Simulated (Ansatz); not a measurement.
## W (Tungsten, Im-3m): thermal expansion from first principles

Wanted: α(T), C_P(T) and B(T) of W (Tungsten) in the quasi-harmonic approximation.

Main program and level: Ansatz 0.2.0; DFT LDA, scalar-relativistic, plane waves, PAW; PAW set soft_1.

## Step 1: The starting structure

It takes space group Im-3m (No. 229, cubic). Conventional cell: a = 3.165 Å, b = 3.165 Å, c = 3.165 Å, α = 90.00°, β = 90.00°, γ = 90.00°. Nearest to W lie 8 W at 2.74 Å.

## Step 2: A first coarse run

A cheap single point shows whether the cell is a metal or an insulator and how far it is from rest; that sets the k-mesh and the occupations of what follows.

input.yaml

```yaml
crystal:
  lattice:
    - [-1.582345, 1.582345, 1.582345]
    - [1.582345, -1.582345, 1.582345]
    - [1.582345, 1.582345, -1.582345]
  atoms:
    - { symbol: W, position: [0.0, 0.0, 0.0] }
kpoints:
  mp_grid: { grid: [8, 8, 8] }
hamiltonian:
  xc: lda
  pseudopotentials: { kind: paw, azcp: { folder: soft_1 }, xc_functional: pbe }
scf:
  occupations: { method: gaussian, width: 0.1 }
  lower_state_search: "off"
output:
  forces: true
  stress: true
  eigenvalues: true
```

On the command line:

```
ansatz run input.yaml --threads 8 --pin off --max-ram 16384MiB --backend cpu --events-out ev --progress --plain --runs-dir out
```

Numbers of over 12 decimals in the logs are rounded to 6 here.

Output:

```text
Engine: ansatz 0.2.0, aarch64-unknown-linux-gnu
Pseudopotentials: kind: paw
Pseudopotential: W, paw, valence charge 14, recommended cutoff 420 eV (normal), soft_1/W.paw.azcp
Functional definition: SPW92
  exchange = slater_x
  correlation = pw_c
Crystal: 1 atoms, lattice volume = 15.848 Å³
Basis set: ecut = 420 eV, 321 PW (Γ)
Bands: 11, of which v1, the nominal top of the filled ones, is band 7 counted from 1 (6 counted from 0)
Symmetry: 48 space group operations
Space group: Im-3m (ITA 229), of the structure as read, at distance tolerance 2.5e-5 Å
k-points: 29 of 512
Non-local potential: W, projectors of the file, l = 0: 3, l = 1: 2, l = 2: 2, l = 3: 1
PAW form: soft (Blöchl's): semilocal exchange-correlation on the pseudo side does not see the compensation charge
PAW frozen core: W, regenerated for the run's functional, and the local potential with it (the file was generated under x = pbe(κ = 0.804, μ = 0.219515), c = pbe(β = 0.066725))
PAW one-centre angular grid: W, 590 points (default); XC on 64 Gauss nodes
Initial density: superposition of atomic densities (chi_scale 0.1, normalization cell)
Initial wavefunctions: pseudopotential atomic-orbital guess
Functional: x = slater, c = lda
SCF iter   1: F=—  HF=-10130.884510 eV  |F-HF|=—  |Δ(HF+E_count)|=         —  Δρ=6.19e-2  dr2=4.97e-1  ethr=3.10e-3  ⟨swp⟩=5.0  Hψ=1662  notcnv=0
preconditioner: auto → none  [insulator: Δε(μ)=0.527 eV  Ē_g=9.234 eV  σ=0.100 eV  W_gap=1.00  n_scr=0 (ndim 8)  ℏωp=22.8 eV  f_vac=0.000  D(μ)=0.00/eV (n_scr^D=0)  ε∞_Penn≈7.1]
SCF iter   2: F=—  HF=-10130.685279 eV  |F-HF|=—  |Δ(HF+E_count)|=   1.99e-1  Δρ=2.24e-2  dr2=3.32e-2  ethr=3.10e-3  ⟨swp⟩=2.7  Hψ=740  notcnv=0  defer=4
SCF iter   3: F=—  HF=-10130.673988 eV  |F-HF|=—  |Δ(HF+E_count)|=   1.13e-2  Δρ=6.09e-3  dr2=1.80e-3  ethr=2.37e-4  ⟨swp⟩=2.6  Hψ=414  notcnv=0  defer=4
SCF iter   4: F=—  HF=-10130.673327 eV  |F-HF|=—  |Δ(HF+E_count)|=   6.61e-4  Δρ=1.83e-4  dr2=1.19e-6  ethr=1.29e-5  ⟨swp⟩=1.0  Hψ=315  notcnv=0  defer=4
SCF iter   5: F=—  HF=-10130.673332 eV  |F-HF|=—  |Δ(HF+E_count)|=   4.28e-6  Δρ=2.73e-5  dr2=3.65e-8  ethr=7.14e-10  ⟨swp⟩=6.2  Hψ=1600  notcnv=0
SCF iter   6: F=-10130.673332 eV  HF=-10130.673332 eV  |F-HF|=4.55e-11  |Δ(HF+E_count)|=   1.45e-8  Δρ=9.84e-7  dr2=8.83e-11  ethr=2.60e-10  ⟨swp⟩=2.0  Hψ=983  notcnv=0
SCF 1 converged in 6 iterations: F = -10130.673332 eV  dr2 = 8.83e-11
  greatest PAW one-centre occupation: 0.999 electrons in one spin orbital (limit 2), on the W atom at site 0 (counted from 0), in its partial waves of l = 0
SCF converged after 6 iterations
Free energy (F): -10130.673332 eV
Harris-Foulkes:  -10130.673332 eV  (|F-HF|=4.55e-11)
Internal energy: -10130.673329 eV  (E = F + TS)
E sigma→0 (E₀):  -10130.673330 eV
Entropy (-TS):   -0.000002 eV (-0.002 meV/atom)
Fermi energy:    21.826767 eV
--- Per-component energies (eV) ---
  E_band       = -88.927999
  E_kinetic    = 422.120984
  E_local      = -548.012716  (includes V_loc(G=0)·N_el)
  E_nonlocal   = -19.722206
  E_hartree    = 227.936498
  E_xc         = -265.951178
  E_vxc        = -231.598618  (∫ρ·V_xc dr)
  E_paw        = -8324.559430  (= ΣΔE_a)
  E_vpaw       = -167.588793  (= ΣTr[D̂ρ^β])
  E_aug_tail   = 0.000146  (compensation charges beyond the density's cutoff)
  E_ewald      = -1622.768677
  E_core_change = 0.283249  (= ΣΔE_core)
  E_smearing   = -0.000002  (= −TS)
  E_closure    = 0.000000  (closes the sum)
  Σ components = -10130.673332   (vs F -10130.673332, Δ=0.00e0)
--- Forces (eV/Å), atoms counted from 1 ---
  atom   1  W     -0.00000000    -0.00000000    -0.00000000
  max |Σ_I F_I| component: 5.42e-31 eV/Å
--- Stress (GPa, compression-positive) ---
       -8.234515       0.000000       0.000000
        0.000000      -8.234515      -0.000000
        0.000000      -0.000000      -8.234515
  P = ⅓ Tr σ = -8.2345 GPa (-82.345 kbar)
--- Band table (eV; the first three rows and the last of 29) ---
  k-point 0: bands = [... 3 lower, -15.6076, 12.4727, 20.8063, 20.8063, 20.8063, 24.2477, 24.2477, 36.6720]
  k-point 1: bands = [... 3 lower, -15.6086, 13.2062, 20.3845, 20.6684, 21.5336, 23.7171, 24.2682, 37.2073]
  k-point 2: bands = [... 3 lower, -15.6112, 14.8926, 19.5060, 20.2204, 23.5836, 23.6403, 24.4469, 36.8894]
  k-point 28: bands = [... 3 lower, -16.5170, 16.2229, 16.2229, 27.2116, 27.2116, 27.2116, 30.3925, 30.3925]
```

Wall time 0.72 s (8 threads of Arm Neoverse V2, shared host); peak memory 0.25 GiB.

In the SCF lines HF is the Harris–Foulkes energy and dr2 the Hartree energy of the density residual, in eV; the loop may stop once dr2 is under the threshold and the program's other checks hold. Hψ counts applications of the Hamiltonian.

This step gave:

```
pressure          : -8.235 GPa
volume per atom   : 15.85 Å³/atom
gap on the k-mesh : 0 eV
```

The start is under -8.2 GPa at this level and looks like a metal on this mesh.

## Step 3: A loose first relaxation

The start is far from rest, so a relaxation with loose thresholds first brings it near the minimum.

Edit input.yaml of step 2 so:

```diff
@@ -19 +19,6 @@
   eigenvalues: true
+relax:
+  adjacent_minimum: "off"
+  f_tol: 0.05
+  max_steps: 80
+  cell: { stress_tol: 0.5 }
```

Output:

```text
[...]
Crystal: 1 atoms, lattice volume = 15.848 Å³
Basis set: ecut = 420 eV, 321 PW (Γ)
Bands: 11, of which v1, the nominal top of the filled ones, is band 7 counted from 1 (6 counted from 0)
Symmetry: 48 space group operations
[...]
k-points: 29 of 512
[...]
SCF iter   1: F=—  HF=-10130.884510 eV  |F-HF|=—  |Δ(HF+E_count)|=         —  Δρ=6.19e-2  dr2=4.97e-1  ethr=3.10e-3  ⟨swp⟩=5.0  Hψ=1662  notcnv=0
[...]
SCF iter   6: F=-10130.673332 eV  HF=-10130.673332 eV  |F-HF|=4.55e-11  |Δ(HF+E_count)|=   1.45e-8  Δρ=9.84e-7  dr2=8.83e-11  ethr=2.60e-10  ⟨swp⟩=2.0  Hψ=983  notcnv=0
SCF 1 converged in 6 iterations: F = -10130.673332 eV  dr2 = 8.83e-11
[...]
relax step   1: F+E_penalty+E_count = -10130.67333164 eV  Δ(F+E_penalty+E_count) = +0.000e0 eV  max|allowed force component| = 0.000e0 eV/Å  Δτ_max = 0.0000 Å  P = -8.235 GPa  Ω = 15.848 Å³  (6 SCF iters, dr2 threshold 1.00e-7 eV, accepted)
Crystal: 1 atoms, lattice volume = 14.358 Å³
[...]
iter 1 solved again at ethr=3.08e-6 eV; its pass at ethr=3.10e-3 eV (dr2=4.32e-4 eV) is discarded
[...]
SCF iter   5: F=-10130.590944 eV  HF=-10130.590944 eV  |F-HF|=1.82e-11  |Δ(HF+E_count)|=   3.25e-9  Δρ=1.10e-6  dr2=5.26e-11  ethr=4.67e-11  ⟨swp⟩=1.2  Hψ=974  notcnv=0
SCF 2 converged in 5 iterations: F = -10130.590944 eV  dr2 = 5.26e-11
relax step   2: F+E_penalty+E_count = -10130.59094399 eV  Δ(F+E_penalty+E_count) = +8.239e-2 eV  max|allowed force component| = 0.000e0 eV/Å  Δτ_max = 0.0000 Å  P = +29.240 GPa  Ω = 14.358 Å³  energy of the carried Pulay correction = +5.236e-4 eV  (5 SCF iters, dr2 threshold 1.00e-7 eV, rejected (line search))
Crystal: 1 atoms, lattice volume = 15.494 Å³
[...]
SCF iter   5: F=-10130.683783 eV  HF=-10130.683783 eV  |F-HF|=1.46e-11  |Δ(HF+E_count)|=   1.74e-9  Δρ=5.82e-7  dr2=2.01e-11  ethr=7.14e-12  ⟨swp⟩=3.9  Hψ=939  notcnv=0
SCF 3 converged in 5 iterations: F = -10130.683783 eV  dr2 = 2.01e-11
relax step   3: F+E_penalty+E_count = -10130.68378321 eV  Δ(F+E_penalty+E_count) = -1.045e-2 eV  max|allowed force component| = 0.000e0 eV/Å  Δτ_max = 0.0000 Å  P = -0.994 GPa  Ω = 15.494 Å³  energy of the carried Pulay correction = +1.196e-4 eV  (5 SCF iters, accepted)
[...]
relax step   4: F+E_penalty+E_count = -10130.68393985 eV  Δ(F+E_penalty+E_count) = -1.566e-4 eV  max|allowed force component| = 0.000e0 eV/Å  Δτ_max = 0.0000 Å  P = +0.012 GPa  Ω = 15.449 Å³  energy of the carried Pulay correction = +1.354e-4 eV  (3 SCF iters, dr2 threshold 1.00e-7 eV, accepted)
[...]
SCF iter   3: F=-10130.683817 eV  HF=-10130.683817 eV  |F-HF|=2.91e-11  |Δ(HF+E_count)|=   1.60e-9  Δρ=1.27e-6  dr2=7.96e-11  ethr=7.14e-12  ⟨swp⟩=2.5  Hψ=1065  notcnv=0
SCF 5 converged in 3 iterations: F = -10130.683817 eV  dr2 = 7.96e-11
relax step   5: F+E_penalty+E_count = -10130.68381749 eV  Δ(F+E_penalty+E_count) = +1.224e-4 eV  max|allowed force component| = 0.000e0 eV/Å  Δτ_max = 0.0000 Å  P = +0.009 GPa  Ω = 15.449 Å³  stress off target by 8.57e-3 GPa  SCF on the basis re-selected at this cell (its energy is not comparable with the rows above)  (3 SCF iters)
basis re-selected at this cell: Δ(F+E_penalty+E_count) = +1.224e-4 eV, ΔP = -0.003 GPa vs the last step (what re-selecting the basis moved, of the pressure what is left beyond the Pulay correction that the steps carried, after the strain that the cell walked since its last selection, with what the two solves' SCF thresholds leave and, on support functions, any second-order correction that the steps lacked; it is no measure of the basis error at this ecutwfc). This SCF's stress stands 8.57e-3 GPa from its target on what of the cell is left free (relax.cell.stress_tol is 5.00e-1 GPa) and its largest allowed force component is 0.00e0 eV/Å (relax.f_tol is 5.00e-2 eV/Å): [rest of the remark cut]
SCF converged after 3 iterations
Free energy (F): -10130.683817 eV
[...]
Internal energy: -10130.683815 eV  (E = F + TS)
E sigma→0 (E₀):  -10130.683816 eV
Entropy (-TS):   -0.000002 eV (-0.002 meV/atom)
Fermi energy:    22.461506 eV
[...]
--- Stress (GPa, compression-positive) ---
        0.008570       0.000000       0.000000
        0.000000       0.008570      -0.000000
       -0.000000       0.000000       0.008570
  P = ⅓ Tr σ = 0.0086 GPa (0.086 kbar)
--- Band table (eV; the first three rows and the last of 29) ---
  k-point 0: bands = [... 3 lower, -14.8880, 12.9852, 21.4115, 21.4115, 21.4115, 24.9590, 24.9590, 37.3816]
  k-point 1: bands = [... 3 lower, -14.8892, 13.7409, 20.9731, 21.2680, 22.1642, 24.4041, 24.9790, 37.9456]
  k-point 2: bands = [... 3 lower, -14.8924, 15.4542, 20.0631, 20.8191, 24.2860, 24.3344, 25.1649, 37.6838]
  k-point 28: bands = [... 3 lower, -15.8726, 16.6662, 16.6662, 28.0484, 28.0484, 28.0484, 31.2551, 31.2551]
--- Relaxed structure (4 steps of the walk, 3 accepted, 1 SCFs on fresh bases) ---
  F+E_penalty+E_count = -10130.68381749 eV   max|allowed force component| = 0.000e0 eV/Å   (the final SCF, on the basis selected at the relaxed cell)
  cell:  # Å, volume = 15.4486 Å³
    - [-1.568952, 1.568952, 1.568952]
    - [1.568952, -1.568952, 1.568952]
    - [1.568952, 1.568952, -1.568952]
  atoms:
    - { symbol: W, position: [0.0, 0.0, 0.0] }
```

Elapsed: 0.64 s, on 8 threads; peak memory 0.27 GiB; 2.4 s of CPU time.

Step by step:

| step | energy less that of the first step (eV) | largest force component (eV/Å) | pressure (GPa) | volume (Å³) |
| --- | --- | --- | --- | --- |
| 1 | 0.0000 | 0.0000 | -8.23 | 15.85 |
| 2 | 0.0824 | 0.0000 | 29.24 | 14.36 |
| 3 | -0.0105 | 0.0000 | -0.99 | 15.49 |
| 4 | -0.0106 | 0.0000 | 0.01 | 15.45 |
| 5* | -0.0105 | 0.0000 | 0.01 | 15.45 |

Relaxation steps marked * repeat the geometry before them on a plane-wave basis chosen anew for their cell, so energy and pressure can jump there. Relaxation step 2 was tried and not accepted.

| conventional cell, symmetrised | before | after | change |
| --- | --- | --- | --- |
| a (Å) | 3.165 | 3.138 | -0.8 % |
| b (Å) | 3.165 | 3.138 | -0.8 % |
| c (Å) | 3.165 | 3.138 | -0.8 % |
| volume (Å³/atom) | 15.85 | 15.45 | -2.5 % |

Final coordinates:

```xyz
1
Lattice="-1.5690 1.5690 1.5690 1.5690 -1.5690 1.5690 1.5690 1.5690 -1.5690" Properties=species:S:1:pos:R:3 pbc="T T T"
W     0.0000    0.0000    0.0000
```

This step gave:

| Property | Result |
| --- | --- |
| pressure | 0.008570 GPa |
| volume per atom | 15.45 Å³/atom |

The relaxation ends with a pressure of 0.01 GPa.

## Step 4: Finding the static equilibrium

The vibrations must be taken about the equilibrium of this functional, not about the starting cell, so the structure is relaxed.

input.yaml, the sections that differ from step 3:

```yaml
crystal:
  lattice:
    - [-1.5689519599, 1.5689519599, 1.5689519599]
    - [1.5689519599, -1.5689519599, 1.5689519599]
    - [1.5689519599, 1.5689519599, -1.5689519599]
  atoms:
    - { symbol: W, position: [0.0, 0.0, 0.0] }
kpoints:
  mp_grid: { grid: [18, 18, 18] }
relax:
  adjacent_minimum: "off"
  f_tol: 0.005
  max_steps: 80
  cell: { stress_tol: 0.05 }
# hamiltonian, scf, output: as in step 3
```

Output:

```text
[...]
Crystal: 1 atoms, lattice volume = 15.449 Å³
Basis set: ecut = 420 eV, 321 PW (Γ)
Bands: 11, of which v1, the nominal top of the filled ones, is band 7 counted from 1 (6 counted from 0)
Symmetry: 48 space group operations
[...]
k-points: 195 of 5832
[...]
k-point 194: bands = [... 3 lower, -15.8252, 16.6982, 16.6982, 28.1059, 28.1059, 28.1059, 31.3121, 31.3121]
--- Relaxed structure (3 steps of the walk, 2 accepted, 1 SCFs on fresh bases) ---
[...]
cell:  # Å, volume = 15.4228 Å³
    - [-1.568078, 1.568078, 1.568078]
    - [1.568078, -1.568078, 1.568078]
    - [1.568078, 1.568078, -1.568078]
  atoms:
    - { symbol: W, position: [0.0, 0.0, 0.0] }
[key lines of the parts left out:]
SCF converged after 3 iterations
Free energy (F): -10130.682863 eV
Fermi energy:    22.751177 eV
P = ⅓ Tr σ = -0.0036 GPa (-0.036 kbar)
```

The job ended after 1.2 s (8 threads; peak memory 0.32 GiB; 6.7 s of CPU time).

Little changed from the start: no atom moved by 0.005 Å and no cell edge by 0.1 %.

Numbers from this step:

- pressure: -0.003571 GPa
- volume per atom: 15.42 Å³/atom

## Step 5: Relaxing to small residual forces and stress

The thresholds are tightened for a last relaxation ahead of the phonons, and where mesh or smearing change with them the cell follows.

input.yaml, the sections that differ from step 4:

```yaml
crystal:
  lattice:
    - [-1.5680778641, 1.5680778641, 1.5680778641]
    - [1.5680778641, -1.5680778641, 1.5680778641]
    - [1.5680778641, 1.5680778641, -1.5680778641]
  atoms:
    - { symbol: W, position: [0.0, 0.0, 0.0] }
kpoints:
  mp_grid: { grid: [20, 20, 20] }
scf:
  occupations: { method: methfessel_paxton, width: 0.2 }
  lower_state_search: "off"
relax:
  adjacent_minimum: "off"
  f_tol: 0.001
  max_steps: 60
  cell: { stress_tol: 0.01 }
# hamiltonian, output: as in step 4
```

Output:

```text
[...]
Crystal: 1 atoms, lattice volume = 15.423 Å³
Basis set: ecut = 420 eV, 321 PW (Γ)
Bands: 11, of which v1, the nominal top of the filled ones, is band 7 counted from 1 (6 counted from 0)
Symmetry: 48 space group operations
[...]
k-points: 256 of 8000
[...]
k-point 255: bands = [... 3 lower, -15.8218, 16.7042, 16.7042, 28.1130, 28.1130, 28.1130, 31.3241, 31.3241]
--- Relaxed structure (3 steps of the walk, 2 accepted, 1 SCFs on fresh bases) ---
[...]
cell:  # Å, volume = 15.4170 Å³
    - [-1.567881, 1.567881, 1.567881]
    - [1.567881, -1.567881, 1.567881]
    - [1.567881, 1.567881, -1.567881]
  atoms:
    - { symbol: W, position: [0.0, 0.0, 0.0] }
[key lines of the parts left out:]
SCF converged after 3 iterations
Free energy (F): -10130.689502 eV
Fermi energy:    22.835100 eV
P = ⅓ Tr σ = -0.0005 GPa (-0.005 kbar)
```

Elapsed: 1.4 s, on 8 threads; peak memory 0.34 GiB; 8.3 s of CPU time.

Little changed from the start: no atom moved by 0.005 Å and no cell edge by 0.1 %.

Numbers from this step:

* pressure: -4.97e-4 GPa

The residual pressure is -5.0e-4 GPa, small enough for phonons.

(Continued in part 2 of 2.)

[Logs are printed without paths, hosts, clocks, repeated set-up lines and the standing remarks that a program may print on its own settings, such as how far it seeks lower states.]

[Hosts, paths, dates, database ids (printed as entryN), source tags and the programs' standing remarks are cut or masked in the printed files.]

[A step with changed settings may run another functional than the one named; its input shows which.]
